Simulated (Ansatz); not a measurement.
# Tl2S (model cell, started as cuprite): following an unstable mode, part 2 of 3

Which phase does Tl2S (model cell, started as cuprite) fall into along its unstable mode, and how much energy does it gain?

Ansatz 0.2.0; DFT PBEsol, scalar-relativistic, plane waves, PAW.

So far, highest frequency on the path or at a solved wavevector (cm⁻¹): step 2 (the dispersion) 134. Also lowest frequency on the path (cm⁻¹): step 2 -147.

The structure was built from a prototype and need not be the compound's stable phase.

## 6. Relaxation from the frozen mode

Starting from the lowest point found, all atoms and the cell are let go, so that strain and other modes of the same symmetry can join in.

The input, input.yaml:

```yaml
crystal:
  lattice:
    - [6.6368285313, 0.0, 0.0]
    - [0.0, 6.6368285313, 0.0]
    - [0.0, 0.0, 6.6368285313]
  atoms:
    - { symbol: S, position: [-0.0278374054, -0.0278374054, 0.0278374054] }
    - { symbol: S, position: [0.4721625946, 0.4721625946, 0.5278374054] }
    - { symbol: Tl, position: [0.2521833526, 0.2521833526, 0.2476008215] }
    - { symbol: Tl, position: [0.7519675267, 0.7519675267, 0.2480324733] }
    - { symbol: Tl, position: [0.7523991785, 0.2521833526, 0.7478166474] }
    - { symbol: Tl, position: [0.2521833526, 0.7523991785, 0.7478166474] }
kpoints:
  mp_grid: { grid: [6, 6, 6] }
hamiltonian:
  xc: pbesol
scf:
  occupations: { method: methfessel_paxton, width: 0.2 }
output:
  forces: true
  stress: true
  eigenvalues: true
  write_density: true
  write_potential: true
  elf: true
  volumetric_format: npy
relax:
  adjacent_minimum: "off"
  f_tol: 0.002
  max_steps: 120
  cell: { stress_tol: 0.03 }
```

The run is started by

```
$ ansatz run input.yaml --threads 8 --pin off --max-ram 14336MiB --backend cpu --events-out ev --progress --plain --runs-dir out
```

Numbers of over 12 decimals in the logs are rounded to 6 here.

The program printed:

```text
[...]
Crystal: 6 atoms, lattice volume = 292.336 Å³
Basis set: ecut = 420 eV, 5695 PW (Γ), exchange–correlation on 90×90×90 points (8 copies of the dense FFT grid, shifted against one another)
Bands: 39, of which v1, the nominal top of the filled ones, is band 32 counted from 1 (31 counted from 0)
Symmetry: 6 space group operations
[...]
k-points: 32 of 216 (time reversal used)
[...]
SCF iter   1: F=—  HF=-46950.742747 eV  |F-HF|=—  |Δ(HF+E_count)|=         —  Δρ=3.23e-3  dr2=5.08e-2  ethr=1.77e-3  ⟨swp⟩=6.2  Hψ=4555  notcnv=0
[...]
SCF iter   9: F=-46950.753948 eV  HF=-46950.753948 eV  |F-HF|=1.61e-8  |Δ(HF+E_count)|=   2.20e-7  S|Δr|=    0.00e0  Δρ=1.17e-6  dr2=1.02e-8  ethr=1.56e-10  ⟨swp⟩=13.9  Hψ=8687  notcnv=0
SCF 1 converged in 9 iterations: F = -46950.753948 eV  dr2 = 1.02e-8
[...]
relax step   1: F+E_penalty+E_count = -46950.75394832 eV  Δ(F+E_penalty+E_count) = +0.000e0 eV  max|allowed force component| = 3.781e-1 eV/Å  Δτ_max = 0.0000 Å  P = +0.198 GPa  Ω = 292.336 Å³  (9 SCF iters, dr2 threshold 1.00e-7 eV, accepted)
Crystal: 6 atoms, lattice volume = 294.179 Å³
Basis set: ecut = 420 eV, 5731 PW (Γ), exchange–correlation on 90×90×90 points (8 copies of the dense FFT grid, shifted against one another)
[...]
SCF iter   8: F=-46950.984288 eV  HF=-46950.984288 eV  |F-HF|=1.50e-7  |Δ(HF+E_count)|=   1.51e-6  S|Δr|=    0.00e0  Δρ=3.85e-6  dr2=7.81e-8  ethr=9.37e-10  ⟨swp⟩=11.4  Hψ=9649  notcnv=0
WARN: on these k-points the computed levels leave a gap of 0.8462 eV at the electron count, 4.2 widths of the methfessel_paxton smearing (0.2000 eV); against the step filling of these same bands (every level under the gap full, every level over it empty) smearing changes F+E_penalty+E_count by +0.184 meV and its σ→0 estimate by -0.356 meV; at least one of the two is larger in size than the energy tolerance (0.100 meV [...]
SCF 2 converged in 8 iterations: F = -46950.984288 eV  dr2 = 7.81e-8
[...]
relax step   2: F+E_penalty+E_count = -46950.98428828 eV  Δ(F+E_penalty+E_count) = -2.303e-1 eV  max|allowed force component| = 3.637e-1 eV/Å  Δτ_max = 0.1948 Å  P = -0.327 GPa  Ω = 294.179 Å³  energy of the carried Pulay correction = -1.883e-4 eV  (8 SCF iters, dr2 threshold 6.00e-7 eV, accepted)
Crystal: 6 atoms, lattice volume = 292.439 Å³
Basis set: ecut = 420 eV, 5677 PW (Γ), exchange–correlation on 90×90×90 points (8 copies of the dense FFT grid, shifted against one another)
[...]
SCF iter   8: F=-46951.211186 eV  HF=-46951.211186 eV  |F-HF|=1.47e-7  |Δ(HF+E_count)|=   1.99e-6  S|Δr|=    0.00e0  Δρ=3.87e-6  dr2=7.45e-8  ethr=9.37e-10  ⟨swp⟩=11.1  Hψ=9620  notcnv=0
[...]
SCF 3 converged in 8 iterations: F = -46951.211186 eV  dr2 = 7.45e-8
[...]
relax step   3: F+E_penalty+E_count = -46951.21118565 eV  Δ(F+E_penalty+E_count) = -2.269e-1 eV  max|allowed force component| = 3.437e-1 eV/Å  Δτ_max = 0.1945 Å  P = -0.842 GPa  Ω = 292.439 Å³  energy of the carried Pulay correction = -1.062e-5 eV  (8 SCF iters, dr2 threshold 6.00e-7 eV, accepted)
[... from here on, the SCF cycles and remarks between the steps are left out ...]
relax step   4: F+E_penalty+E_count = -46951.43938821 eV  Δ(F+E_penalty+E_count) = -2.282e-1 eV  max|allowed force component| = 2.921e-1 eV/Å  Δτ_max = 0.1919 Å  P = -1.278 GPa  Ω = 286.845 Å³  energy of the carried Pulay correction = +5.719e-4 eV  (8 SCF iters, dr2 threshold 6.00e-7 eV, accepted)
relax step   5: F+E_penalty+E_count = -46951.69188169 eV  Δ(F+E_penalty+E_count) = -2.525e-1 eV  max|allowed force component| = 2.322e-1 eV/Å  Δτ_max = 0.1981 Å  P = -1.544 GPa  Ω = 276.254 Å³  energy of the carried Pulay correction = +1.725e-3 eV  (8 SCF iters, dr2 threshold 6.00e-7 eV, accepted)
relax step   6: F+E_penalty+E_count = -46951.96755643 eV  Δ(F+E_penalty+E_count) = -2.757e-1 eV  max|allowed force component| = 1.759e-1 eV/Å  Δτ_max = 0.1954 Å  P = -1.596 GPa  Ω = 260.830 Å³  energy of the carried Pulay correction = +3.535e-3 eV  (7 SCF iters, dr2 threshold 6.00e-7 eV, accepted)
relax step   7: F+E_penalty+E_count = -46952.26289887 eV  Δ(F+E_penalty+E_count) = -2.953e-1 eV  max|allowed force component| = 1.189e-1 eV/Å  Δτ_max = 0.1925 Å  P = -1.460 GPa  Ω = 240.533 Å³  energy of the carried Pulay correction = +6.187e-3 eV  (7 SCF iters, dr2 threshold 6.00e-7 eV, accepted)
relax step   8: F+E_penalty+E_count = -46952.54357745 eV  Δ(F+E_penalty+E_count) = -2.807e-1 eV  max|allowed force component| = 5.638e-2 eV/Å  Δτ_max = 0.1933 Å  P = -0.981 GPa  Ω = 214.149 Å³  energy of the carried Pulay correction = +1.021e-2 eV  (7 SCF iters, dr2 threshold 6.00e-7 eV, accepted)
relax step   9: F+E_penalty+E_count = -46952.62531501 eV  Δ(F+E_penalty+E_count) = -8.174e-2 eV  max|allowed force component| = 1.757e-1 eV/Å  Δτ_max = 0.1206 Å  P = +0.718 GPa  Ω = 187.199 Å³  energy of the carried Pulay correction = +1.519e-2 eV  (7 SCF iters, dr2 threshold 6.00e-7 eV, accepted)
relax step  10: F+E_penalty+E_count = -46952.71770051 eV  Δ(F+E_penalty+E_count) = -9.239e-2 eV  max|allowed force component| = 2.453e-1 eV/Å  Δτ_max = 0.0917 Å  P = +0.515 GPa  Ω = 184.846 Å³  energy of the carried Pulay correction = +1.568e-2 eV  (7 SCF iters, dr2 threshold 6.00e-7 eV, accepted)
relax step  11: F+E_penalty+E_count = -46952.72149579 eV  Δ(F+E_penalty+E_count) = -3.795e-3 eV  max|allowed force component| = 3.009e-1 eV/Å  Δτ_max = 0.1614 Å  P = -0.051 GPa  Ω = 186.589 Å³  energy of the carried Pulay correction = +1.532e-2 eV  (6 SCF iters, dr2 threshold 6.00e-7 eV, accepted)
relax step  12: F+E_penalty+E_count = -46952.75760066 eV  Δ(F+E_penalty+E_count) = -3.610e-2 eV  max|allowed force component| = 8.315e-2 eV/Å  Δτ_max = 0.1066 Å  P = -0.561 GPa  Ω = 189.971 Å³  energy of the carried Pulay correction = +1.463e-2 eV  (6 SCF iters, dr2 threshold 6.00e-7 eV, accepted)
relax step  13: F+E_penalty+E_count = -46952.77089095 eV  Δ(F+E_penalty+E_count) = -1.329e-2 eV  max|allowed force component| = 2.709e-2 eV/Å  Δτ_max = 0.0314 Å  P = +0.062 GPa  Ω = 185.152 Å³  energy of the carried Pulay correction = +1.562e-2 eV  (5 SCF iters, dr2 threshold 6.00e-7 eV, accepted)
relax step  14: F+E_penalty+E_count = -46952.77197819 eV  Δ(F+E_penalty+E_count) = -1.087e-3 eV  max|allowed force component| = 1.296e-2 eV/Å  Δτ_max = 0.0358 Å  P = +0.001 GPa  Ω = 184.684 Å³  energy of the carried Pulay correction = +1.571e-2 eV  (6 SCF iters, dr2 threshold 4.59e-8 eV, accepted)
relax step  15: F+E_penalty+E_count = -46952.77220958 eV  Δ(F+E_penalty+E_count) = -2.314e-4 eV  max|allowed force component| = 1.576e-3 eV/Å  Δτ_max = 0.0116 Å  P = -0.001 GPa  Ω = 184.958 Å³  energy of the carried Pulay correction = +1.566e-2 eV  (5 SCF iters, dr2 threshold 1.05e-8 eV, accepted)
relax step  16: F+E_penalty+E_count = -46952.76805496 eV  Δ(F+E_penalty+E_count) = +4.155e-3 eV  max|allowed force component| = 1.405e-3 eV/Å  Δτ_max = 0.0000 Å  P = -0.026 GPa  Ω = 184.958 Å³  stress off target by 3.02e-2 GPa  SCF on the basis re-selected at this cell (its energy is not comparable with the rows above)  (6 SCF iters)
relax step  17: F+E_penalty+E_count = -46952.76812385 eV  Δ(F+E_penalty+E_count) = -6.889e-5 eV  max|allowed force component| = 1.538e-3 eV/Å  Δτ_max = 0.0030 Å  P = +0.005 GPa  Ω = 184.658 Å³  energy of the carried Pulay correction = +5.103e-5 eV  (5 SCF iters, dr2 threshold 2.28e-9 eV, accepted)
[...]
SCF iter   4: F=-46952.768068 eV  HF=-46952.768068 eV  |F-HF|=7.28e-12  |Δ(HF+E_count)|=  1.38e-10  S|Δr|=    0.00e0  Δρ=5.79e-8  dr2=1.08e-11  ethr=1.00e-12  ⟨swp⟩=6.0  Hψ=6453  notcnv=0
SCF 18 converged in 4 iterations: F = -46952.768068 eV  dr2 = 1.08e-11
relax step  18: F+E_penalty+E_count = -46952.76806800 eV  Δ(F+E_penalty+E_count) = +5.585e-5 eV  max|allowed force component| = 1.532e-3 eV/Å  Δτ_max = 0.0000 Å  P = +0.005 GPa  Ω = 184.658 Å³  stress off target by 2.61e-2 GPa  SCF on the basis re-selected at this cell (its energy is not comparable with the rows above)  (4 SCF iters)
[...]
SCF converged after 4 iterations
[...]
Free energy (F): -46952.768068 eV
[...]
Internal energy: -46952.774763 eV  (E = F + TS)
E sigma→0 (E₀):  -46952.769742 eV
Entropy (-TS):   0.006695 eV (1.116 meV/atom)
Fermi energy:    6.922372 eV
[...]
--- Forces (eV/Å), atoms counted from 1 ---
  atom   1  S      0.00040302     0.00040302    -0.00040302
  atom   2  S      0.00153254     0.00153254    -0.00153254
  atom   3  Tl    -0.00053559    -0.00053559     0.00013381
  atom   4  Tl    -0.00073021    -0.00073021     0.00073021
  atom   5  Tl    -0.00013381    -0.00053559     0.00053559
  atom   6  Tl    -0.00053559    -0.00013381     0.00053559
  max |Σ_I F_I| component: 3.54e-7 eV/Å
--- Stress (GPa, compression-positive) ---
        0.005055       0.010516      -0.010516
        0.010516       0.005055      -0.010516
       -0.010516      -0.010516       0.005055
  P = ⅓ Tr σ = 0.0051 GPa (0.051 kbar)
--- Band table (eV; the first three rows and the last of 32) ---
  k-point 0: bands = [... 28 lower, 3.9317, 5.2681, 5.2681, 5.6711, 7.7921, 7.7921, 7.9395, 9.4231, ... 3 higher]
  k-point 1: bands = [... 28 lower, 4.6401, 5.2017, 5.2333, 5.4706, 7.5404, 7.8631, 8.4351, 9.1456, ... 3 higher]
  k-point 2: bands = [... 28 lower, 4.8979, 5.0958, 5.3948, 5.9102, 7.1831, 8.1461, 8.6580, 9.6342, ... 3 higher]
  k-point 31: bands = [... 28 lower, 5.1942, 6.0325, 6.6453, 6.6453, 7.8903, 7.8903, 8.2117, 9.2157, ... 3 higher]
--- Relaxed structure (16 steps of the walk, 16 accepted, 2 SCFs on fresh bases) ---
  F+E_penalty+E_count = -46952.76806800 eV   max|allowed force component| = 1.532e-3 eV/Å   (the final SCF, on the basis selected at the relaxed cell)
  cell:  # Å, volume = 184.6581 Å³
    - [5.750663, 0.585737, -0.585737]
    - [0.585737, 5.750663, -0.585737]
    - [-0.585737, -0.585737, 5.750663]
  atoms:
    - { symbol: S, position: [-0.068290, -0.068290, 0.068290] }
    - { symbol: S, position: [0.365543, 0.365543, 0.634457] }
    - { symbol: Tl, position: [0.295126, 0.295126, 0.149000] }
    - { symbol: Tl, position: [0.714553, 0.714553, 0.285447] }
    - { symbol: Tl, position: [0.851000, 0.295126, 0.704874] }
    - { symbol: Tl, position: [0.295126, 0.851000, 0.704874] }
```

Run time: 2.2 min. Hardware: 8 threads of Arm Neoverse N1, shared host; peak memory 1 GiB.

Step by step:

| step | energy less that of the first step (eV) | largest force component (eV/Å) | pressure (GPa) | volume (Å³) |
| --- | --- | --- | --- | --- |
| 1 | 0.0000 | 0.3781 | 0.20 | 292.34 |
| 2 | -0.2303 | 0.3637 | -0.33 | 294.18 |
| 3 | -0.4572 | 0.3437 | -0.84 | 292.44 |
| 4 | -0.6854 | 0.2921 | -1.28 | 286.84 |
| 5 | -0.9379 | 0.2322 | -1.54 | 276.25 |
| 6 | -1.2136 | 0.1759 | -1.60 | 260.83 |
| 7 | -1.5090 | 0.1189 | -1.46 | 240.53 |
| 8 | -1.7896 | 0.0564 | -0.98 | 214.15 |
| 9 | -1.8714 | 0.1757 | 0.72 | 187.20 |
| 10 | -1.9638 | 0.2453 | 0.51 | 184.85 |
| 11 | -1.9675 | 0.3009 | -0.05 | 186.59 |
| 12 | -2.0037 | 0.0832 | -0.56 | 189.97 |
| 13 | -2.0169 | 0.0271 | 0.06 | 185.15 |
| 14 | -2.0180 | 0.0130 | 0.00 | 184.68 |
| 15 | -2.0183 | 0.0016 | 0.00 | 184.96 |
| 16* | -2.0141 | 0.0014 | -0.03 | 184.96 |
| 17 | -2.0142 | 0.0015 | 0.01 | 184.66 |
| 18* | -2.0141 | 0.0015 | 0.01 | 184.66 |

Relaxation steps marked * repeat the geometry before them on a plane-wave basis chosen anew for their cell, so energy and pressure can jump there.

The run keeps the 6 symmetry operations that it works with, so distortions that break them were not tested.

| cell as run | before | after | change |
| --- | --- | --- | --- |
| a (Å) | 6.637 | 5.810 | -12.5 % |
| b (Å) | 6.637 | 5.810 | -12.5 % |
| c (Å) | 6.637 | 5.810 | -12.5 % |
| α (°) | 90.00 | 102.11 | +13.5 % |
| β (°) | 90.00 | 102.11 | +13.5 % |
| γ (°) | 90.00 | 77.89 | -13.5 % |
| volume (Å³/atom) | 48.72 | 30.78 | -36.8 % |

The atoms that moved most (Å, as changes of fractional coordinates times the final cell):

| atom | dx | dy | dz | length |
| --- | --- | --- | --- | --- |
| S2 | -0.738 | -0.738 | 0.738 | 1.278 |
| Tl5 | 0.617 | 0.330 | -0.330 | 0.774 |
| Tl6 | 0.330 | 0.617 | -0.330 | 0.774 |
| Tl3 | 0.330 | 0.330 | -0.617 | 0.774 |
| S1 | -0.280 | -0.280 | 0.280 | 0.485 |
| Tl4 | -0.259 | -0.259 | 0.259 | 0.449 |

The relaxed structure:

```cif
data_structure
_symmetry_space_group_name_H-M 'P 1'
_symmetry_Int_Tables_number 1
_cell_length_a 5.8100
_cell_length_b 5.8100
_cell_length_c 5.8100
_cell_angle_alpha 102.107
_cell_angle_beta 102.107
_cell_angle_gamma 77.893
_cell_volume 184.66
loop_
_atom_site_label
_atom_site_type_symbol
_atom_site_fract_x
_atom_site_fract_y
_atom_site_fract_z
_atom_site_occupancy
S1 S 0.93171 0.93171 0.06829 1
S2 S 0.36554 0.36554 0.63446 1
Tl3 Tl 0.29513 0.29513 0.14900 1
Tl4 Tl 0.71455 0.71455 0.28545 1
Tl5 Tl 0.85100 0.29513 0.70487 1
Tl6 Tl 0.29513 0.85100 0.70487 1
```

This step gave:

```yaml
pressure: 0.005055 GPa
volume_per_atom: 30.78 Å³
gap_on_the_k_mesh: 0.2095 eV
```

ELF in the ac plane at fractional y = 0.295, with atoms of Tl within 0.2 Å of it. It is the smooth field of the valence electrons, not physical close to the nuclei.

Ten even steps from '_' (0.02) to '@' (0.85), each cell a mean:
```
..::--====--::..________..::::::
--::..::::..::::::..__..--======
==--....::==**##**--..--====--==
==--..::**@@@@@@%%==::----____::
==::..**@@@@@@@@@@++::--..____::
==::--%%@@%%**%%@@++::==::__..==
--..==@@@@%%##@@@@++::====--====
....==%%@@@@@@@@##--::--======--
____--**##%%##**==....::::--::..
____..::------::..______________
____..::--------::______________
__..--==----====--..____________
..::==--____::==--::____________
..--==..____::==--..____________
..--==::__..====--..____________
..--==========--..__________....
```
Columns run along a (5.8 Å), rows up along c (5.8 Å). Atoms in or near the plane, at fractional coordinates: Tl at (0.30, 0.15), Tl at (0.85, 0.70).

Electrostatic potential energy in the ac plane at fractional y = 0.295, with atoms of Tl within 0.2 Å of it. With pseudopotentials it is smooth inside the atoms' cores, unlike the true potential.

Values in eV, 16 rows by 16 columns, each cell a mean:
```
  7   7   5   2   0   3   7   9  10  11  11  10   9   7   6   7
  4   7   8   8   8   9  10  10  11  11  10   8   4  -2  -5  -2
 -3   6   9  10  10   9   8   8   9  10   8   3 -13 -28 -32 -24
-11   5   9  10   8   2  -3  -1   5   8   5  -9 -33 -38 -38 -37
-10   6   9   8   0 -17 -26 -20  -1   6   3 -19 -38 -35 -36 -37
 -1   8   9   6 -11 -29 -31 -28  -5   6   2 -19 -38 -38 -38 -28
  6   9  10   5 -14 -30 -31 -22   1   7   5  -7 -25 -31 -24  -6
  9  10  10   7  -3 -15 -15  -3   7   9   7   4  -1  -3   1   6
 10  11  10   9   6   4   4   7   9  10   9   8   7   7   8   9
 11  11  10   9   7   5   6   8   9  10  10  10   9  10  10  10
 11  10   8   4  -3  -8  -4   3   7   9  10  10  10  10  11  11
 10   8   3 -13 -29 -34 -27  -7   5   9  10  10  11  11  11  11
  9   6  -8 -32 -38 -38 -38 -16   4   8  10  11  11  11  11  10
  9   4 -17 -38 -36 -36 -38 -15   5   9  10  11  11  11  11  10
  8   3 -16 -36 -39 -38 -28  -3   7  10  11  11  11  11  10  10
  8   5  -4 -20 -28 -22  -5   5   9  10  11  11  10  10   9   9
```
Columns run along a (5.8 Å; values clipped at the 3rd and 97th percentile), rows up along c (5.8 Å). Atoms in or near the plane, at fractional coordinates: Tl at (0.30, 0.15), Tl at (0.85, 0.70).

Valence density in the ac plane at fractional y = 0.295, with atoms of Tl within 0.2 Å of it. It is the smooth field of the valence electrons, not physical close to the nuclei.

Ten steps, logarithmic in the rise over the least value, from '0' (0.0 e/Å³) to '9' (7.4 e/Å³), each cell a mean:
```
2233432100001122
3222221110012444
4211223321135776
5312344432357997
5222455543368998
4223555553368987
2123555543346764
1113455432234432
0012344321111110
0012333210000000
0013454310000000
0135776421000000
0257998531000000
1358998520000000
1357987420000000
1246664210000001
```
Columns run along a (5.8 Å), rows up along c (5.8 Å). Atoms in or near the plane, at fractional coordinates: Tl at (0.30, 0.15), Tl at (0.85, 0.70).

The distorted start has space group R3m; the relaxation ends in R3m.

## 7. The new phase in its own primitive cell

The relaxed structure is symmetrised, reduced to its primitive cell and relaxed tightly, as its phonons need.

The input, input.yaml:

```yaml
crystal:
  lattice:
    - [3.6521537895, 2.1085719735, 3.9964975706]
    - [-3.6521537895, 2.1085719735, 3.9964975706]
    - [0.0, -4.217143947, 3.9964975706]
  atoms:
    - { symbol: S, position: [0.9317100893, 0.9317100893, 0.9317100893] }
    - { symbol: S, position: [0.3655430653, 0.3655430653, 0.3655430653] }
    - { symbol: Tl, position: [0.2951260718, 0.8510001063, 0.2951260718] }
    - { symbol: Tl, position: [0.7145531951, 0.7145531951, 0.7145531951] }
    - { symbol: Tl, position: [0.8510001063, 0.2951260718, 0.2951260718] }
    - { symbol: Tl, position: [0.2951260718, 0.2951260718, 0.8510001063] }
kpoints:
  mp_grid: { grid: [6, 6, 6] }
hamiltonian:
  xc: pbesol
scf:
  occupations: { method: methfessel_paxton, width: 0.2 }
output:
  forces: true
  stress: true
  eigenvalues: true
relax:
  adjacent_minimum: "off"
  f_tol: 0.001
  max_steps: 60
  cell: { stress_tol: 0.01 }
```

The program printed:

```text
[...]
Crystal: 6 atoms, lattice volume = 184.658 Å³
Basis set: ecut = 420 eV, 3625 PW (Γ), exchange–correlation on 80×80×80 points (8 copies of the dense FFT grid, shifted against one another)
Bands: 39, of which v1, the nominal top of the filled ones, is band 32 counted from 1 (31 counted from 0)
Symmetry: 6 space group operations
[...]
k-points: 32 of 216 (time reversal used)
[...]
- [3.650123, 2.107399, 3.999854]
    - [-3.650123, 2.107399, 3.999854]
    - [0, -4.214798, 3.999854]
  atoms:
    - { symbol: S, position: [0.931527, 0.931527, 0.931527] }
    - { symbol: S, position: [0.365574, 0.365574, 0.365574] }
    - { symbol: Tl, position: [0.295189, 0.851048, 0.295189] }
    - { symbol: Tl, position: [0.714530, 0.714530, 0.714530] }
    - { symbol: Tl, position: [0.851048, 0.295189, 0.295189] }
    - { symbol: Tl, position: [0.295189, 0.295189, 0.851048] }
[key lines of the parts left out:]
SCF converged after 4 iterations
Free energy (F): -46952.768077 eV
Fermi energy:    6.924389 eV
P = ⅓ Tr σ = -0.0001 GPa (-0.001 kbar)
```

Wall time 32 s (8 threads); peak memory 0.77 GiB.

Little changed from the start: no atom moved by 0.005 Å and no cell edge by 0.1 %.

This step gave:

* pressure: -1.24e-4 GPa
* volume per atom: 30.77 Å³
* gap on the k-mesh: 0.2133 eV
* direct gap on mesh: 0.3679 eV

The largest force component left is 0.050 meV/Å and the pressure is 0.000 GPa, within the tolerances set. The cell now holds 30.77 Å³/atom.

(Continued in part 3 of 3.)

[Logs are printed without paths, hosts, clocks, repeated set-up lines and the standing remarks that a program may print on its own settings, such as how far it seeks lower states.]

[Hosts, paths, dates, database ids (printed as entryN), source tags and the programs' standing remarks are cut or masked in the printed files.]
